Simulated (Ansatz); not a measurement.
# Σ5 (210) boundary in bcc W, starting shift (0.5, 0): structure and resistance, part 2 of 3

How much does the Σ5 (210) boundary in bcc W, starting shift (0.5, 0) reflect electrons?

Ansatz 0.2.0; Ansatz plane-wave DFT, PBE, PAW files; relaxation of a bicrystal slab with its lowest layers held; PAW set soft_1 (the session's first sound run).

So far. Step 2 (Relaxing the bicrystal): The largest force component on a free atom ends at 0.0084 eV/Å, under the tolerance of 0.03, after 14 steps.

## Step 3: Transmission across the boundary

Bulk layers of each grain are laid under and over the relaxed boundary, and a lead is named in the middle of each, away from the free faces. The mesh across the current, 10×20, is finer than the density's, because channels open and close sharply across the zone. Energies from -0.1 to 0.1 eV in steps of 0.05 eV are too few for the program's thermal sum, so it prints no conductance; for a metal the transmission near the Fermi level serves, at a fraction of the cost.

This step: Ansatz plane-wave DFT, PBE, PAW files; ballistic transport by layer matching (Landauer), zero bias; boundary relaxed in a short slab, bulk layers laid on; PAW set soft_1 (Ansatz 0.2.0).

System of this step: Σ5 (210) boundary in bcc W, starting shift (0.5, 0). The cell holds 61 atoms: 61 W. Cell: a = 7.077 Å, b = 3.165 Å, c = 50.932 Å, α = 90.0°, β = 90.0°, γ = 90.0°. It derives from W. Regions: lower grain, 25 atoms (25 W); boundary, 16 atoms (16 W); upper grain, 20 atoms (20 W). Vacuum lies along c.

input.yaml reads:

```yaml
crystal:
  lattice:
    - [7.0767079352, 0.0, 0.0]
    - [0.0, 3.1648, 0.0]
    - [0.0, 0.0, 50.931604198]
  atoms:
    - { symbol: W, position: [-9.9000000001, -16.5, 0.0785366977] }
    - { symbol: W, position: [-9.6000000001, -16.0, 0.0924312294] }
    - { symbol: W, position: [-9.3000000001, -15.5, 0.1063257612] }
    - { symbol: W, position: [-9.0000000001, -15.0, 0.120220293] }
    - { symbol: W, position: [-8.7000000001, -14.5, 0.1341148248] }
    - { symbol: W, position: [-8.4000000001, -14.0, 0.1480093566] }
    - { symbol: W, position: [-8.1000000001, -13.5, 0.1619038884] }
    - { symbol: W, position: [-7.8000000001, -13.0, 0.1757984202] }
    - { symbol: W, position: [-7.5000000001, -12.5, 0.189692952] }
    - { symbol: W, position: [-7.2000000001, -12.0, 0.2035874837] }
    - { symbol: W, position: [-6.9000000001, -11.5, 0.2174820155] }
    - { symbol: W, position: [-6.6000000001, -11.0, 0.2313765473] }
    - { symbol: W, position: [-6.3000000001, -10.5, 0.2452710791] }
    - { symbol: W, position: [-6.0000000001, -10.0, 0.2591656109] }
    - { symbol: W, position: [-5.7000000001, -9.5, 0.2730601427] }
    - { symbol: W, position: [-5.4000000001, -9.0, 0.2869546745] }
    - { symbol: W, position: [-5.1000000001, -8.5, 0.3008492062] }
    - { symbol: W, position: [-4.8, -8.0, 0.314743738] }
    - { symbol: W, position: [-4.5, -7.5, 0.3286382698] }
    - { symbol: W, position: [-4.2, -7.0, 0.3425328016] }
    - { symbol: W, position: [-3.9, -6.5, 0.3564273334] }
    - { symbol: W, position: [-3.6, -6.0, 0.3703218652] }
    - { symbol: W, position: [-3.3, -5.5, 0.384216397] }
    - { symbol: W, position: [-3.0, -5.0, 0.3981109288] }
    - { symbol: W, position: [-2.7, -4.5, 0.4120054605] }
    - { symbol: W, position: [0.6, 0.0, 0.4258999923] }
    - { symbol: W, position: [0.9016347108, 0.5, 0.4397468481] }
    - { symbol: W, position: [0.1995769166, 0.0, 0.4542628609] }
    - { symbol: W, position: [0.4999110565, 0.5, 0.4674646547] }
    - { symbol: W, position: [0.8010245523, 0.0, 0.4820446916] }
    - { symbol: W, position: [0.0965661792, 0.5, 0.4970481757] }
    - { symbol: W, position: [0.4000071645, 0.0, 0.5083579016] }
    - { symbol: W, position: [0.7047774365, 0.5, 0.5238504985] }
    - { symbol: W, position: [-0.0012603333, 0.0, 0.5422809338] }
    - { symbol: W, position: [0.3329245173, 0.5, 0.5492644977] }
    - { symbol: W, position: [0.6883998189, 0.5, 0.574352024] }
    - { symbol: W, position: [0.3627181155, 0.0, 0.5900578429] }
    - { symbol: W, position: [1.055314734, 0.5, 0.6000869142] }
    - { symbol: W, position: [0.761736812, 0.0, 0.6165680503] }
    - { symbol: W, position: [0.4626887346, 0.5, 0.6308908789] }
    - { symbol: W, position: [0.159798799, 0.0, 0.6435726666] }
    - { symbol: W, position: [-2.140201201, -4.5, 0.6574671984] }
    - { symbol: W, position: [-2.440201201, -5.0, 0.6713617302] }
    - { symbol: W, position: [-2.740201201, -5.5, 0.685256262] }
    - { symbol: W, position: [-3.040201201, -6.0, 0.6991507938] }
    - { symbol: W, position: [-3.340201201, -6.5, 0.7130453255] }
    - { symbol: W, position: [-3.640201201, -7.0, 0.7269398573] }
    - { symbol: W, position: [-3.940201201, -7.5, 0.7408343891] }
    - { symbol: W, position: [-4.240201201, -8.0, 0.7547289209] }
    - { symbol: W, position: [-4.540201201, -8.5, 0.7686234527] }
    - { symbol: W, position: [-4.840201201, -9.0, 0.7825179845] }
    - { symbol: W, position: [-5.1402012011, -9.5, 0.7964125163] }
    - { symbol: W, position: [-5.4402012011, -10.0, 0.810307048] }
    - { symbol: W, position: [-5.7402012011, -10.5, 0.8242015798] }
    - { symbol: W, position: [-6.0402012011, -11.0, 0.8380961116] }
    - { symbol: W, position: [-6.3402012011, -11.5, 0.8519906434] }
    - { symbol: W, position: [-6.6402012011, -12.0, 0.8658851752] }
    - { symbol: W, position: [-6.9402012011, -12.5, 0.879779707] }
    - { symbol: W, position: [-7.2402012011, -13.0, 0.8936742388] }
    - { symbol: W, position: [-7.5402012011, -13.5, 0.9075687706] }
    - { symbol: W, position: [-7.8402012011, -14.0, 0.9214633023] }
kpoints:
  mp_grid: { grid: [4, 8, 1] }
hamiltonian:
  xc: pbe
  pseudopotentials: { kind: paw, azcp: { folder: soft_1 } }
scf:
  occupations: { method: fermi_dirac, width: 0.1 }
output:
  transmission:
    leads: [[13, 14], [49, 50]]
    kmesh: [10, 20]
    e_range: [-0.1, 0.1]
    de: 0.05
  write_potential: true
  write_density: true
  volumetric_format: npy
  elf: true
```

The run is started by

```
$ ansatz run input.yaml --threads 4 --pin off --max-ram 15360MiB --backend cpu --events-out ev --progress --plain --runs-dir out
```

Numbers of over 12 decimals in the logs are rounded to 6 here.

The log of the run:

```text
[...]
Crystal: 61 atoms, lattice volume = 1140.683 Å³
Basis set: ecut = 420 eV, 22239 PW (Γ)
Bands: 513, of which v1, the nominal top of the filled ones, is band 427 counted from 1 (426 counted from 0)
Symmetry: 2 space group operations
[...]
k-points: 15 of 32 (time reversal used)
[...]
SCF iter   1: F=—  HF=-633545.807610 eV  |F-HF|=—  |Δ(HF+E_count)|=         —  Δρ=6.23e-2  dr2=6.49e2  ethr=3.10e-3  ⟨swp⟩=6.2  Hψ=30734  notcnv=0
[...]
SCF iter  14: F=-633526.992177 eV  HF=-633526.992177 eV  |F-HF|=1.16e-10  |Δ(HF+E_count)|=   3.26e-9  Δρ=2.38e-7  dr2=7.51e-10  ethr=1.00e-12  ⟨swp⟩=1.1  Hψ=18637  notcnv=0
SCF 1 converged in 14 iterations: F = -633526.992177 eV  dr2 = 7.51e-10
[...]
transmission: 258 of 2574 steps passed
transmission: 515 of 2574 steps passed
[...]
transmission: 2574 of 2574 steps passed
WARN: The input density's exchange-correlation potential varies sharply where the density is thin. Do not read a vacuum level from v_tot or v_xc, or from such a field of the output density. On a cell that repeats whose density bears no net charge and no dipole along the vacuum's axis use v_es (v_loc + v_h of the components); under efield.dipole_correction with no amplitude use v_es + v_field, which holds any external [...]
SCF converged after 14 iterations
an eigenvalue changed by more than its tolerance at an iteration that met the thresholds in force, so the SCF went on 2 times: the last check was not made
the last check of whether an eigenvalue changes by more than its tolerance under the output density was not made (no_room)
Free energy (F): -633526.992177 eV
[...]
Internal energy: -633525.814293 eV  (E = F + TS)
E sigma→0 (E₀):  -633526.403235 eV
Entropy (-TS):   -1.177885 eV (-19.310 meV/atom)
Fermi energy:    18.356561 eV
[...]
--- Band table (eV; the first three rows and the last of 15) ---
  k-point 0: bands = [... 423 lower, 17.9949, 18.0572, 18.0683, 18.0765, 18.0785, 18.0949, 18.1650, 18.2387, ... 82 higher]
  k-point 1: bands = [... 423 lower, 18.1010, 18.1439, 18.1887, 18.2613, 18.2699, 18.3061, 18.3287, 18.3869, ... 82 higher]
  k-point 2: bands = [... 423 lower, 17.9744, 18.0665, 18.2676, 18.2957, 18.3961, 18.5121, 18.6423, 18.7739, ... 82 higher]
  k-point 14: bands = [... 423 lower, 18.5629, 18.6084, 18.7677, 18.7818, 18.8335, 18.9344, 18.9772, 19.0774, ... 82 higher]
--- Transmission ---
  basis      : 193 plane waves across, 39 finite elements along
  points     : 66, standing for a mesh of 10 x 20
  energies   : 5 from -0.100000 to 0.100000 eV about the Fermi level, 0.050000 eV apart; the leads are filled to 0.000000 eV, and channels, transmission and decay are at 0.000000 eV
  crystal 0  : W4, at the sites [13, 14], period 2.8307 Å, over 18.40 Å; its Hamiltonian steps by up to 45.0 meV: too much for a lead, lay more layers or, if its atoms are ordered, name the step of that order
    offset         : up to 0.0000 Å between an atom of the period and one for which it stands
    channels       : 2.600000e0 a spin
    conductance    : none, the energies end too early or step too widely for 300 K: set another output.transmission.e_range or a lower de, or, where they end at an eighth of basis.ecutwfc, a higher one
    slowest decay  : 0.0236 /Å at (0.4000, 0.2500)
[...]
channels       : 2.620000e0 a spin
[...]
slowest decay  : 0.0274 /Å at (0.4000, 0.2500)
  junction   : crystal 0 to crystal 1, 12.85 to 37.38 Å
    transmission   : 1.233182e0 a spin
[...]
```

Wall time 10 min (4 threads of Intel Xeon Platinum 8559C (Emerald Rapids), shared host); peak memory 11 GiB; 39 min of CPU time.

This step gave:

* free energy: -633526.9922 eV
* energy at zero smearing: -633526.4032 eV
* Fermi energy: 18.36 eV
* cell area: 22.40 Å²
* transmission per spin nearest the Fermi level: 1.233
* open channels per spin nearest the Fermi level: 2.6
* open channels per spin, upper lead: 2.62
* step of the lead's potential: 45 meV
* step of the upper lead's potential: 19.8 meV

Per spin. Table of transmission, zone mean by energy, zero at the Fermi level:

```
energy (eV)  transmission, zone mean
    -0.1000                     1.23
    -0.0500                     1.23
     0.0000                     1.23
     0.0500                     1.22
     0.1000                     1.22
```

Per spin. The open channels, zone mean by energy, zero at the Fermi level:

```
energy (eV)  lead  upper lead
    -0.1000  2.53        2.58
    -0.0500  2.53        2.53
     0.0000   2.6        2.62
     0.0500  2.74         2.7
     0.1000  2.83        2.81
```

Transmission over k1 and k2. At 0.0000 eV from the Fermi level.

Ten even steps from '_' (0.00) to '@' (5.25):
```
....::..==--==..::..
________::__::______
______..::__::..____
______..........____
____....______....__
____..............__
____....::::::....__
****==----------==**
@@@@++==------==++@@
@@@@##++--::--++##@@
@@@@++==------==++@@
****==----------==**
____....::::::....__
____..............__
____....______....__
______..........____
______..::__::..____
________::__::______
....::..==--==..::..
....::--==--==--::..
```
Columns: k1 (b1) from -0.5 to 0.4; rows upwards: k2 (b2) from -0.5 to 0.45.

Open channels over k1 and k2. At 0.0000 eV from the Fermi level.

Values, 20 rows by 10 columns:
```
2.00 2.00 3.00 2.00 4.00 4.00 4.00 2.00 3.00 2.00
0.00 0.00 1.00 1.00 2.00 2.00 2.00 1.00 1.00 0.00
0.00 0.00 0.00 2.00 2.00 2.00 2.00 2.00 0.00 0.00
0.00 0.00 0.00 1.00 3.00 3.00 3.00 1.00 0.00 0.00
0.00 0.00 1.00 2.00 2.00 2.00 2.00 2.00 1.00 0.00
0.00 1.00 1.00 2.00 2.00 2.00 2.00 2.00 1.00 1.00
2.00 1.00 2.00 2.00 2.00 2.00 2.00 2.00 2.00 1.00
6.00 7.00 5.00 3.00 4.00 4.00 4.00 3.00 5.00 7.00
8.00 9.00 6.00 5.00 4.00 4.00 4.00 5.00 6.00 9.00
8.00 9.00 8.00 6.00 4.00 4.00 4.00 6.00 8.00 9.00
8.00 9.00 6.00 5.00 4.00 4.00 4.00 5.00 6.00 9.00
6.00 7.00 5.00 3.00 4.00 4.00 4.00 3.00 5.00 7.00
2.00 1.00 2.00 2.00 2.00 2.00 2.00 2.00 2.00 1.00
0.00 1.00 1.00 2.00 2.00 2.00 2.00 2.00 1.00 1.00
0.00 0.00 1.00 2.00 2.00 2.00 2.00 2.00 1.00 0.00
0.00 0.00 0.00 1.00 3.00 3.00 3.00 1.00 0.00 0.00
0.00 0.00 0.00 2.00 2.00 2.00 2.00 2.00 0.00 0.00
0.00 0.00 1.00 1.00 2.00 2.00 2.00 1.00 1.00 0.00
2.00 2.00 3.00 2.00 4.00 4.00 4.00 2.00 3.00 2.00
2.00 2.00 3.00 4.00 4.00 4.00 4.00 4.00 3.00 2.00
```
Columns: k1 (b1) from -0.5 to 0.4; rows upwards: k2 (b2) from -0.5 to 0.45.

Valence density in the ca plane at fractional y = 0.500, with atoms of W within 0.2 Å of it. It is the smooth field of the valence electrons, not physical close to the nuclei.

Ten even steps from '0' (0.0 e/Å³) to '9' (5.6 e/Å³), each cell a mean:
```
00000013421000144200000001243100000000000000
00000000000001599610000000000000000000000000
00000000000001699710000000000000000000000000
00011000000001488510000110000000000000000000
00145410000000123100013541000000000000000000
00389830000000000000027994100000000000000000
00399930000000000000028995100000000000000000
00268620000111000000015872000011100000000000
00012100002563100000001220000157410000000000
00000000015997200000000000000399930000000000
00000000015997200000000000001399830000000000
21000000002563100012210000000157410000000000
86200000000111000148731000000011100000000000
99410000000000000179961000000000000000000000
99400000000000000169951000000000000000000000
54100012320000000025520000232100000000000000
11000027862000000001100002697300000000000000
00000149983000000000000003999410000000000000
00000038972000000000000002798300000000000000
```
Columns run along c (16.0 Å, from fractional 0.69 to 1.00 of the cell), rows up along a (7.1 Å). Atoms in or near the plane, at fractional coordinates: W at (0.71, 0.66), W at (0.74, 0.06), W at (0.77, 0.46), W at (0.80, 0.86), W at (0.82, 0.26), W at (0.85, 0.66), W at (0.88, 0.06), W at (0.91, 0.46).

Electrostatic potential energy in the ca plane at fractional y = 0.500, with atoms of W within 0.2 Å of it. With pseudopotentials it is smooth inside the atoms' cores, unlike the true potential.

Ten even steps from '0' (-28 eV) to '9' (23 eV), each cell a mean:
```
99999852136887421478999986312589999999999999
89999987678985100058999998767899999999999999
89988899899985000048998888989999999999999999
89865689999986100158987567899999999999999999
98521158999998533578862114799999999999999999
97200027899998877889840001689999999999999999
97200027898888999999730001689988899999999999
97400047987556899999851002788765678999999999
98743478873002689999875346898410147999999999
99888889861000379999988888997200027899999999
88899999861000379988889999987200027999999999
34689999873002688853468999998410158999999999
00378999987556898610026899998755679999999999
00168999998888998400005899999888899999999999
00268987788999998500015898777899999999999999
11478863247899998731137887423689999999999999
56788720004899999876678984000379999999999999
88998610002799988988889972000169999999999999
99998720003798877789999973000279999999999999
```
Columns run along c (16.0 Å, from fractional 0.69 to 1.00 of the cell; values clipped at the 3rd and 97th percentile), rows up along a (7.1 Å). Atoms in or near the plane, at fractional coordinates: W at (0.71, 0.66), W at (0.74, 0.06), W at (0.77, 0.46), W at (0.80, 0.86), W at (0.82, 0.26), W at (0.85, 0.66), W at (0.88, 0.06), W at (0.91, 0.46).

ELF in the ca plane at fractional y = 0.500, with atoms of W within 0.2 Å of it. It is the smooth field of the valence electrons, not physical close to the nuclei.

Ten even steps from '0' (0.00) to '9' (0.65), each cell a mean:
```
66667436863452588436766753587335543322110000
67677632345643887955767764234556532211000000
57765555667744943954776555566766532110000000
56444236776754889834644432577666543210000000
53389744766763367535437984466667875310000000
63685984677775334466359679457788875321000000
63883873676544566777469369357665543210000000
64599942543542367667558996244345322110000000
75336534525997457667633563353499952110000000
76534467538749647777753345663783992111100000
43467777549749536654346776774784872222210000
64257666645898335346534776675589843455321000
99646767752354454389974576676334446887531000
37845776664455674494595577665434579998632000
58735654334677775596783465432356778998642000
98435436743576676368952443675346667887642000
44455269896476677423445634989746656777531000
56675386287367766555567637827835655666421000
77676489795265433257767747979725654444310000
```
Columns run along c (16.0 Å, from fractional 0.69 to 1.00 of the cell), rows up along a (7.1 Å). Atoms in or near the plane, at fractional coordinates: W at (0.71, 0.66), W at (0.74, 0.06), W at (0.77, 0.46), W at (0.80, 0.86), W at (0.82, 0.26), W at (0.85, 0.66), W at (0.88, 0.06), W at (0.91, 0.46).

Over the solved energies the transmission per spin lies between 1.22 and 1.23, out of 2.65 channels of the lead on average (up to 2.83). The log calls the step of a lead's potential too much.

## Step 4: Specific resistance

This step: Ansatz plane-wave DFT, PBE, PAW files; ballistic transport by layer matching (Landauer), zero bias; specific resistance of the boundary; PAW set soft_1 (Ansatz 0.2.0).

Numbers from this step:

| Quantity | Value |
| --- | --- |
| area resistance | 1.264 fΩ m² |
| T over the leads' mean channel count | 0.4634 |

Averaged over the energies near the Fermi level, 46.3 % of the channels pass, which makes 1.26 fΩ m².

By hand, with T and the leads' channels N averaged over the energies near the Fermi level: RA = A (h/2e²)(1/T − ½[1/N₁ + 1/N₂]) = 22.40×10⁻²⁰ m² × 12 906 Ω × (1/1.227 − ½[1/2.646 + 1/2.648]) = 1.26 fΩ m².

(Part 2 of 3 ends here.)

[Logs are printed without paths, hosts, clocks, repeated set-up lines and the standing remarks that a program may print on its own settings, such as how far it seeks lower states.]

[Hosts, paths, dates, database ids (printed as entryN), source tags and the programs' standing remarks are cut or masked in the printed files.]
